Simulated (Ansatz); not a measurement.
# Meshes and cutoff for the phonons of BAs (F-43m), part 2 of 2

Wanted: convergence of the phonons of BAs (F-43m) against cost.

Ansatz 0.2.0; DFT LDA, scalar-relativistic, plane waves, PAW; PAW set soft_1.

So far, highest frequency on the path or at a solved wavevector (cm⁻¹): 741 in steps 3, 4, 6 and 11. The relaxed cell has a = 4.732 Å (conventional setting).

## 13. The series together (continued)

The runs together. Table of phonon density of states by wavenumber; read off at these points; values in 1/cm⁻¹/cell:

```csv
wavenumber (cm⁻¹),8×8×8,12×12×12,18×18×18
5,1.0e-5,1.0e-5,1.0e-5
35,5.1e-4,5.0e-4,5.0e-4
55,0.00132,0.00131,0.00131
85,0.00343,0.00341,0.00341
105,0.00576,0.00572,0.00572
135,0.0139,0.0137,0.0137
155,0.0185,0.0185,0.0185
185,0.0192,0.0192,0.0192
205,0.0125,0.0126,0.0126
235,0.0120,0.0120,0.0120
265,0.0053,0.0053,0.0053
285,0.0149,0.0149,0.0149
295,0.0304,0.0305,0.0305
315,0.00376,0.00373,0.00373
335,0,0,0
365,0,0,0
385,0,0,0
415,0,0,0
435,0,0,0
465,0,0,0
485,0,0,0
515,0,0,0
545,0,0,0
565,0,0,0
595,0,0,0
615,0,0,0
645,0.0198,0.0197,0.0197
665,0.0345,0.0347,0.0347
685,0.0536,0.0530,0.0530
695,0.0139,0.0136,0.0136
715,0.0394,0.0385,0.0384
745,1.1e-4,1.0e-4,1.0e-4
```

The runs together, line C_V. Table of C_V by temperature; values in J/mol-atom/K:

```csv
temperature (K),8×8×8,12×12×12 = 18×18×18
0,0,0
50,2.12,2.11
100,6.67,6.67
150,9.88,9.88
200,12.6,12.6
250,15.0,15.0
300,16.9,16.9
350,18.4,18.4
400,19.6,19.6
450,20.5,20.5
500,21.2,21.2
550,21.8,21.8
600,22.2,22.2
650,22.6,22.6
700,22.9,22.9
750,23.1,23.1
800,23.3,23.3
850,23.5,23.5
900,23.6,23.6
950,23.8,23.8
1000,23.9,23.9
```

## 14. Another cutoff, cutoff 170 eV, q mesh 2×2×2

The cutoff is set to 170 eV on a small fixed q mesh.

input.yaml

```yaml
crystal:
  lattice:
    - [0.0, 2.3658309543, 2.3658309543]
    - [2.3658309543, 0.0, 2.3658309543]
    - [2.3658309543, 2.3658309543, 0.0]
  atoms:
    - { symbol: B, position: [0.0, 0.0, 0.0] }
    - { symbol: As, position: [0.25, 0.25, 0.25] }
kpoints:
  mp_grid: { grid: [12, 12, 12] }
hamiltonian:
  xc: lda
  pseudopotentials: { kind: paw, azcp: { folder: soft_1 }, xc_functional: pbe }
scf:
  occupations: { method: fixed }
output:
  eigenvalues: true
phonons:
  method: dfpt
  qmesh: [2, 2, 2]
  temperatures: { t_max: 1000, t_step: 50 }
  qpath:
    path:
      - [[0.0, 0.0, 0.0], [-0.5, -0.5, 0.0], [-0.375, -0.375, 0.25]]
      - [[-0.375, 0.0, 0.375], [0.0, 0.0, 0.0], [0.0, 0.0, 0.5], [-0.5, -0.25, 0.25], [-0.5, -0.5, 0.0]]
    npoints: 10
basis:
  ecutwfc: 170
```

Command:

```bash
> ansatz run input.yaml --threads 4 --pin off --max-ram 10240MiB --backend cpu --events-out ev --progress --plain --runs-dir out
```

Run time: 14 s. Hardware: 4 threads of Arm Neoverse V2, shared host; peak memory 0.75 GiB; 45 s of CPU time.

The run finished; it serves as a test, and its numbers are not taken as the result.

## 15. Another cutoff, cutoff 230 eV, q mesh 2×2×2

The cutoff is set to 230 eV on a small fixed q mesh.

input.yaml: that of step 14 with these lines changed.

```diff
@@ -27,2 +27,2 @@
 basis:
-  ecutwfc: 170
+  ecutwfc: 230
```

It took 19 s on 4 threads; peak memory 0.63 GiB; 65 s of CPU time.

The run finished; it serves as a test, and its numbers are not taken as the result.

## 16. Another cutoff, cutoff 290 eV, q mesh 2×2×2

The cutoff is set to 290 eV on a small fixed q mesh.

input.yaml: that of step 15 with these lines changed.

```diff
@@ -27,2 +27,2 @@
 basis:
-  ecutwfc: 230
+  ecutwfc: 290
```

It took 17 s on 4 threads; peak memory 0.65 GiB; 62 s of CPU time.

The run finished; it serves as a test, and its numbers are not taken as the result.

## 17. Another cutoff, cutoff 360 eV, q mesh 2×2×2

The cutoff is set to 360 eV on a small fixed q mesh.

input.yaml: that of step 16 with these lines changed.

```diff
@@ -27,2 +27,2 @@
 basis:
-  ecutwfc: 290
+  ecutwfc: 360
```

It took 23 s on 4 threads; peak memory 0.78 GiB; 86 s of CPU time.

The highest optical mode at the zone centre (no LO-TO term) is 699.4 cm⁻¹, -0.5 cm⁻¹ against the base run.

## 18. Another cutoff, cutoff 550 eV, q mesh 2×2×2

The cutoff is set to 550 eV on a small fixed q mesh.

input.yaml: that of step 17 with these lines changed.

```diff
@@ -27,2 +27,2 @@
 basis:
-  ecutwfc: 360
+  ecutwfc: 550
```

Elapsed: 38 s, on 4 threads; peak memory 1 GiB; 2.4 min of CPU time.

The highest optical mode at the zone centre (no LO-TO term) is 700.0 cm⁻¹, +0.0 cm⁻¹ against the base run.

## 19. What came out

| Property | Result |
| --- | --- |
| mean frequency, q mesh 2×2×2 | 444 cm⁻¹ |
| mean frequency, q mesh 3×3×3 | 443 cm⁻¹ |
| mean frequency, q mesh 6×6×6 | 443 cm⁻¹ |
| highest optical mode at the zone centre (no LO-TO term), k-mesh 4×4×4 | 714 cm⁻¹ |
| highest optical mode at the zone centre (no LO-TO term), k-mesh 6×6×6 | 702 cm⁻¹ |
| highest optical mode at the zone centre (no LO-TO term), k-mesh 8×8×8 | 700 cm⁻¹ |
| highest optical mode at the zone centre (no LO-TO term), k-mesh 12×12×12 | 700 cm⁻¹ |
| highest optical mode at the zone centre (no LO-TO term), k-mesh 18×18×18 | 700 cm⁻¹ |
| highest optical mode at the zone centre (no LO-TO term), cutoff 170 eV | 657 cm⁻¹ |
| highest optical mode at the zone centre (no LO-TO term), cutoff 230 eV | 729 cm⁻¹ |
| highest optical mode at the zone centre (no LO-TO term), cutoff 290 eV | 705 cm⁻¹ |
| highest optical mode at the zone centre (no LO-TO term), cutoff 360 eV | 699 cm⁻¹ |
| highest optical mode at the zone centre (no LO-TO term), cutoff 550 eV | 700 cm⁻¹ |

Over the whole q mesh series, coarse runs included, the mean frequency runs from 442.9 to 443.6 cm⁻¹; from 2×2×2 on it stays within 0.7 cm⁻¹ of the finest run (6×6×6), against a tolerance of 4.4. Over the whole k mesh series, coarse runs included, the lowest mode on the q mesh (acoustic modes at Γ apart) runs from 135.2 to 139.1 cm⁻¹; from 6×6×6 on all solved modes stay within 2.1 cm⁻¹ of the finest run (18×18×18), against a tolerance of 7.4. Over the whole cutoff series, coarse runs included, the lowest mode on the q mesh (acoustic modes at Γ apart) runs from 117.7 to 144.3 cm⁻¹; from 290 eV on all solved modes stay within 7.2 cm⁻¹ of the finest run (550 eV), against a tolerance of 7.4. All runs share the cell relaxed at the base settings, which is not exactly at rest under another k mesh or cutoff. The program warns that the interpolation holds no quadrupole term, so branches close to Γ can be off in this crystal. The PAW files were made for PBE and serve the other functionals too. These are harmonic frequencies at zero temperature: anharmonic shifts, linewidths and thermal expansion are left out.

[Logs are printed without paths, hosts, clocks, repeated set-up lines and the standing remarks that a program may print on its own settings, such as how far it seeks lower states.]

[Hosts, paths, dates, database ids (printed as entryN), source tags and the programs' standing remarks are cut or masked in the printed files.]
